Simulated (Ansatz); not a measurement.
Planning a run of Ansatz 0.2.0 on YSF (P4/nmm). The input:

```yaml
crystal:
  lattice:
    - [7.54597008, 0.0, 0.0]
    - [0.0, 3.77298504, 0.0]
    - [0.0, 0.0, 6.82666712]
  atoms:
    - { symbol: "Y", position: [0.0, 0.5, 0.22722802] }
    - { symbol: "Y", position: [0.25, 0.0, 0.77277198] }
    - { symbol: S, position: [0.0, 0.5, 0.64556719] }
    - { symbol: S, position: [0.25, 0.0, 0.35443281] }
    - { symbol: F, position: [0.0, 0.0, 0.0] }
    - { symbol: F, position: [0.25, 0.5, 0.0] }
    - { symbol: "Y", position: [0.5, 0.5, 0.22722802] }
    - { symbol: "Y", position: [0.75, 0.0, 0.77277198] }
    - { symbol: S, position: [0.5, 0.5, 0.64556719] }
    - { symbol: S, position: [0.75, 0.0, 0.35443281] }
    - { symbol: F, position: [0.5, 0.0, 0.0] }
    - { symbol: F, position: [0.75, 0.5, 0.0] }
kpoints:
  mp_grid: { grid: [2, 4, 2] }
hamiltonian:
  xc: r2scan
scf:
  occupations: { method: fixed }
gw:
  n_empty_bands: 204
  ecut_chi: 60.0
  qp_bands: [v1, c1]
  qp_kpoints: band_edges
  screening: { model: contour_deformation }
```

```sh
ansatz run input.yaml --threads 16 --pin off --max-ram 36864MiB --backend cpu --events-out ev --progress --plain --runs-dir out
```

Estimate wall time and host memory on 16 threads of Arm Neoverse V2, shared host.

It took 24 s; on shared hardware allow 12 s to 48 s. Peak host memory was 3.1 GiB. The sizes that set the cost: 4947 plane waves a state, 12 irreducible k points, 252 bands summed, 209 plane waves in the screening and 7 SCF cycles.

The screening grows as filled bands × empty bands × pairs of k points, times the square of the screening basis for the matrix.

[Paths, hosts, dates, memory and timing lines, banners, echoed tables and standing remarks are left out of the program output.]

[Logs are printed without paths, hosts, clocks, repeated set-up lines and the standing remarks that a program may print on its own settings, such as how far it seeks lower states.]

[Runs of the session that timed out or met a known fault of the program may be left out.]

[Cells called generated may have been cut or substituted from an entry of the Crystallography Open Database or the Materials Project.]

[Hosts, paths, dates, database ids (printed as entryN), source tags and the programs' standing remarks are cut or masked in the printed files.]
